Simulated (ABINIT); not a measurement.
# WS2 (Tungstenite): G0W0 with ABINIT, start to end

How does a plane-wave GW calculation on WS2 (Tungstenite) run from the first input to the gap?

Method: PBE and many-body steps on it, plane waves, in ABINIT 10.8.3.

## 1. Set-up

The structure is hexagonal, space group P6_3/mmc (No. 194). The conventional cell has a = 3.153 Å, b = 3.153 Å, c = 12.323 Å, α = 90.00°, β = 90.00°, γ = 120.00°. W has 6 S at 2.40 Å nearest. Nearest to S lie 3 W at 2.40 Å. Farther neighbours and most contacts between anions are not listed.

The cell and positions come from the Crystallography Open Database and are kept as given unless a step says otherwise.

## 2. Ground state

This step: ABINIT 10.8.3; DFT, PBE with spin-orbit coupling, plane waves, norm-conserving pseudopotentials.

The ground-state density comes first.

Input file run.abi:

```
acell 3*1.0 Angstrom
rprim 
  3.153199999992 0.000000000002 0.000000000000
  -1.576599999998 2.730751303206 0.000000000000
  0.000000000000 0.000000000000 12.323000000000
ntypat 2
znucl 74 16
natom 6
typat 1 1 2 2 2 2
xred 
  0.333333333333 0.666666666667 0.250000000000
  0.666666666667 0.333333333333 0.750000000000
  0.333333333333 0.666666666667 0.622500000000
  0.666666666667 0.333333333333 0.122500000000
  0.333333333333 0.666666666667 0.877500000000
  0.666666666667 0.333333333333 0.377500000000
pp_dirpath "pseudos"
pseudos "W.upf, S.upf"
ecut 31
nspinor 2
ngkpt 6 6 2
nshiftk 1
shiftk 0 0 0
kptopt 1
chksymbreak 0
nband 66
occopt 1
tolvrs 1e-10
nstep 60
prtwf 0
optforces 0
optstress 0
indata_prefix "in"
outdata_prefix "out"
tmpdata_prefix "tmp"
```

Launch:

```bash
$ OMP_NUM_THREADS=1 mpirun -n 8 abinit run.abi > log
```

Numbers of over 12 decimals in the logs are rounded to 6 here.

What it wrote:

```text
.Version 10.8.3 of ABINIT. v10.8.2 released Aug 2026.

 Symmetries : space group P6_3/m m c (#194); Bravais hP (primitive hexag.)
================================================================================
 Values of the parameters that define the memory need of the present run
     intxc =       0    ionmov =       0      iscf =       7    lmnmax =      25
     lnmax =      25     mgfft =     120  mpssoang =       7    mqgrid =    5837
     natom =       6  nloc_mem =       1    nspden =       1   nspinor =       2
    nsppol =       1      nsym =      24    n1xccc =    2501    ntypat =       2
    occopt =       1   xclevel =       2
-    mband =          66        mffmem =           1         mkmem =           2
       mpw =        5986          nfft =      108000          nkpt =          14
================================================================================
  Rough estimation (10% accuracy) of disk space for files :
================================================================================

--------------------------------------------------------------------------------
------------- Echo of variables that govern the present computation ------------
--------------------------------------------------------------------------------
 -outvars: echo values of preprocessed input variables --------
            acell      1.8897261259E+00  1.8897261259E+00  1.8897261259E+00 Bohr

      chksymbreak           0
             ecut      3.10000000E+01 Hartree
-          fftalg         312

              ixc     -101130
              kpt      0.00000000E+00  0.00000000E+00  0.00000000E+00
                       1.66666667E-01  0.00000000E+00  0.00000000E+00
                       3.33333333E-01  0.00000000E+00  0.00000000E+00
                       5.00000000E-01  0.00000000E+00  0.00000000E+00
                       1.66666667E-01  1.66666667E-01  0.00000000E+00
                       3.33333333E-01  1.66666667E-01  0.00000000E+00
                       3.33333333E-01  3.33333333E-01  0.00000000E+00
                       0.00000000E+00  0.00000000E+00  5.00000000E-01
                       1.66666667E-01  0.00000000E+00  5.00000000E-01
                       3.33333333E-01  0.00000000E+00  5.00000000E-01
                       5.00000000E-01  0.00000000E+00  5.00000000E-01
[...]
kptrlatt        6    0    0      0    6    0      0    0    2
          kptrlen      3.57521065E+01
P           mkmem           2
            natom           6
            nband          66
            ngfft          30      30     120
             nkpt          14
          nspinor           2
            nstep          60
             nsym          24
           ntypat           2
              occ      1.000000  1.000000  1.000000  1.000000  1.000000  1.000000
                       1.000000  1.000000  1.000000  1.000000  1.000000  1.000000
                       1.000000  1.000000  1.000000  1.000000  1.000000  1.000000
                       1.000000  1.000000  1.000000  1.000000  1.000000  1.000000
                       1.000000  1.000000  1.000000  1.000000  1.000000  1.000000
                       1.000000  1.000000  1.000000  1.000000  1.000000  1.000000
                       1.000000  1.000000  1.000000  1.000000  1.000000  1.000000
                       1.000000  1.000000  1.000000  1.000000  1.000000  1.000000
                       1.000000  1.000000  1.000000  1.000000  0.000000  0.000000
                       0.000000  0.000000  0.000000  0.000000  0.000000  0.000000
                       0.000000  0.000000  0.000000  0.000000  0.000000  0.000000
        optforces           0
        optstress           0
            prtwf           0
            rprim      3.1532000000E+00  2.0000000000E-12  0.0000000000E+00
[...]
spgroup         194

           tolvrs      1.00000000E-10

             xred      3.3333333333E-01  6.6666666667E-01  2.5000000000E-01
[...]
znucl       74.00000   16.00000

================================================================================

 chkinp: Checking input parameters for consistency.

================================================================================
== DATASET  1 ==================================================================
-   mpi_nproc: 8, omp_nthreads: 1 (-1 if OMP is not activated)

--- !DatasetInfo
iteration_state: {dtset: 1, }
dimensions: {natom: 6, nkpt: 14, mband: 66, nsppol: 1, nspinor: 2, nspden: 1, mpw: 5986, }
cutoff_energies: {ecut:  31.0, pawecutdg:  -1.0, }
electrons: {nelect:   5.20000000E+01, charge:   0.00000000E+00, occopt:   1.00000000E+00, tsmear:   1.00000000E-02, }

 Real(R)+Recip(G) space primitive vectors, cartesian coordinates (Bohr,Bohr^-1):
 R(1)=  5.9586844  0.0000000  0.0000000  G(1)=  0.1678223  0.0968922  0.0000000
 R(2)= -2.9793422  5.1603721  0.0000000  G(2)=  0.0000000  0.1937845  0.0000000
 R(3)=  0.0000000  0.0000000 23.2870950  G(3)=  0.0000000  0.0000000  0.0429422
 Unit cell volume ucvol=  7.1605555E+02 bohr^3
 Angles (23,13,12)=  9.00000000E+01  9.00000000E+01  1.20000000E+02 degrees

 getcut: wavevector=  0.0000  0.0000  0.0000  ngfft=  30  30 120
         ecut(hartree)=     31.000   => boxcut(ratio)=   2.01023

--- Pseudopotential description ------------------------------------------------
[...]
12 -101130 2 -1 1146                          pspcod,pspxc,lmax,lloc,mmax
     nproj     2     3     2     0
     spin-orbit psp
        nprojso     3     3     0
  pspatm : epsatm=    9.02154350
         --- l  ekb(1:nproj) -->
[...]
1    3.228904    0.888476    0.000329
[...]
spin-orbit 1    0.096764   -0.027776    0.009511
  spin-orbit 2    0.001615    0.000361   -0.000189
 pspatm: atomic psp has been read  and splines computed

   3.09169235E+03                                ecore*ucvol(ha*bohr**3)
--------------------------------------------------------------------------------

_setup2: Arith. and geom. avg. npw (full set) are    5903.792    5903.746

================================================================================

--- !BeginCycle
iteration_state: {dtset: 1, }
solver: {iscf: 7, nstep: 60, nline: 4, wfoptalg: 0, }
tolerances: {tolvrs: 1.00E-10, }

     iter   Etot(hartree)      deltaE(h)  residm     vres2
 ETOT  1  -196.14597342996    -1.961E+02 8.129E-02 1.562E+02
 ETOT  2  -196.19103540771    -4.506E-02 2.704E-02 1.075E+03
 ETOT  3  -196.31855482696    -1.275E-01 7.705E-03 5.876E+00
 ETOT  4  -196.31918340038    -6.286E-04 9.863E-03 2.590E+00
 ETOT  5  -196.31934402284    -1.606E-04 2.817E-03 2.165E-02
 ETOT  6  -196.31934721701    -3.194E-06 2.848E-03 6.633E-03
 ETOT  7  -196.31934765825    -4.412E-07 2.629E-03 4.609E-05
 ETOT  8  -196.31934766358    -5.335E-09 9.900E-04 1.033E-06
 ETOT  9  -196.31934766376    -1.775E-10 2.286E-03 1.360E-07
 ETOT 10  -196.31934766378    -1.509E-11 6.864E-04 3.783E-09
 ETOT 11  -196.31934766377     4.633E-12 1.611E-03 2.408E-10
 ETOT 12  -196.31934766377    -3.183E-12 7.180E-04 3.226E-13

 At SCF step   12       vres2   =  3.23E-13 < tolvrs=  1.00E-10 =>converged.

--- !ResultsGS
iteration_state: {dtset: 1, }
comment   : Summary of ground state results
lattice_vectors:
- [  5.9586844,   0.0000000,   0.0000000, ]
- [ -2.9793422,   5.1603721,   0.0000000, ]
- [  0.0000000,   0.0000000,  23.2870950, ]
lattice_lengths: [   5.95868,    5.95868,   23.28710, ]
lattice_angles: [ 90.000,  90.000, 120.000, ] # degrees, (23, 13, 12)
lattice_volume:   7.1605555E+02
convergence: {deltae: -3.183E-12, res2:  3.226E-13, residm:  7.180E-04, diffor:  0.000E+00, }
etotal    :  -1.96319348E+02
entropy   :   0.00000000E+00
fermie    :   3.50353833E-01
cartesian_stress_tensor: null
pressure_GPa: null
xred      :
- [  3.3333E-01,   6.6667E-01,   2.5000E-01,  W]
- [  6.6667E-01,   3.3333E-01,   7.5000E-01,  W]
- [  3.3333E-01,   6.6667E-01,   6.2250E-01,  S]
- [  6.6667E-01,   3.3333E-01,   1.2250E-01,  S]
- [  3.3333E-01,   6.6667E-01,   8.7750E-01,  S]
- [  6.6667E-01,   3.3333E-01,   3.7750E-01,  S]
cartesian_forces: null
force_length_stats: {min: null, max: null, mean: null, }

 Integrated electronic density in atomic spheres:
 ------------------------------------------------
 Atom  Sphere_radius  Integrated_density
[...]
================================================================================

 ----iterations are completed or convergence reached----

 Mean square residual over all n,k,spin=   40.171E-07; max=  71.804E-05
 reduced coordinates (array xred) for    6 atoms
[...]
0.666666666667      0.333333333333      0.750000000000
       0.333333333333      0.666666666667      0.622500000000
       0.666666666667      0.333333333333      0.122500000000
       0.333333333333      0.666666666667      0.877500000000
       0.666666666667      0.333333333333      0.377500000000
 rms dE/dt=  0.0000E+00; max dE/dt=  0.0000E+00; dE/dt below (all hartree)
    1       0.000000000000      0.000000000000      0.000000000000
    2       0.000000000000      0.000000000000      0.000000000000
    3       0.000000000000      0.000000000000      0.000000000000
    4       0.000000000000      0.000000000000      0.000000000000
    5       0.000000000000      0.000000000000      0.000000000000
    6       0.000000000000      0.000000000000      0.000000000000

 cartesian coordinates (angstrom) at end:
    1     -1.33e-12     1.820501     3.080750
    2      1.576600     0.910250     9.242250
    3     -1.33e-12     1.820501     7.671068
    4      1.576600     0.910250     1.509567
    5     -1.33e-12     1.820501    10.813432
    6      1.576600     0.910250     4.651933
 length scales=  1.889726125908  1.889726125908  1.889726125908 bohr
              =  1.000000000000  1.000000000000  1.000000000000 angstroms
 prteigrs : about to open file out_EIG
 Fermi (or HOMO) energy (hartree) =   0.35035   Average Vxc (hartree)=  -0.41089
 Eigenvalues (hartree) for nkpt=  14  k points:
 kpt#   1, nband= 66, wtk=  0.01389, kpt=  0.0000  0.0000  0.0000 (reduced coord)
  -2.38429   -2.38429   -2.38429   -2.38429   -1.33256   -1.33256   -1.33256   -1.33256
  -0.97596   -0.97596   -0.97595   -0.97595   -0.96952   -0.96952   -0.96952   -0.96952
  -0.22512   -0.22512   -0.21660   -0.21660   -0.16837   -0.16837   -0.15225   -0.15225
   0.06865    0.06865    0.10732    0.10732    0.20749    0.20749    0.21651    0.21651
   0.21697    0.21697    0.22692    0.22692    0.22707    0.22707    0.26274    0.26274
   0.26541    0.26541    0.27117    0.27117    0.27322    0.27322    0.29358    0.29358
   0.30626    0.30626    0.35035    0.35035    0.43073    0.43074    0.43163    0.43166
   0.43234    0.43239    0.43480    0.43518    0.43963    0.43999    0.44252    0.44429
   0.44567    0.44644
 prteigrs : prtvol=0 or 1, do not print more k-points.

--- !EnergyTerms
iteration_state     : {dtset: 1, }
comment             : Components of total free energy in Hartree
kinetic             :  5.64769567631610E+01
hartree             :  5.12362381152060E+01
xc                  : -4.60517972261634E+01
Ewald energy        : -1.20345391836037E+02
psp_core            :  4.31767106438601E+00
local_psp           : -1.73038815877863E+02
non_local_psp       :  3.10857913335372E+01
total_energy        : -1.96319347663774E+02
total_energy_eV     : -5.34212159683798E+03
band_energy         : -1.81397538262670E+01

== END DATASET(S) ==============================================================
================================================================================

 -outvars: echo values of variables after computation  --------
           etotal     -1.9631934766E+02
            nband          66
             nkpt          14
          spgroup         194
 [... the other variables as echoed above ...]

 Calculation completed.
```

Run time: 2.6 min. Hardware: 8 MPI ranks of Arm Neoverse V1, shared host; peak memory 0.91 GiB; 21 min of CPU time.

This step gave:

* total energy: -5342.1216 eV
* gap: 0.9353 eV
* k of the valence top: 0, 0, 0
* k of the conduction bottom: 0.1667, 0.1667, 0
* least direct gap: 1.649 eV

The gap is indirect, with the least direct gap 0.71 eV higher.

(Continued in part 2 of 3.)

[Paths, hosts, dates, memory and timing lines, banners, echoed tables and standing remarks are left out of the program output.]

[Logs are printed without paths, hosts, clocks, repeated set-up lines and the standing remarks that a program may print on its own settings, such as how far it seeks lower states.]

[Runs of the session that timed out or met a known fault of the program may be left out.]

[Hosts, paths, dates, database ids (printed as entryN), source tags and the programs' standing remarks are cut or masked in the printed files.]

[G0W0 gaps are taken among the corrected bands and points alone; a level outside them can change the order at an edge.]

[Where Ansatz stands beside ABINIT at settings called matched, ABINIT's density can come from a denser mesh and the files from another edition; pairs whose starting gaps differed by over 0.03 eV were left out, so agreement reads better than it is.]
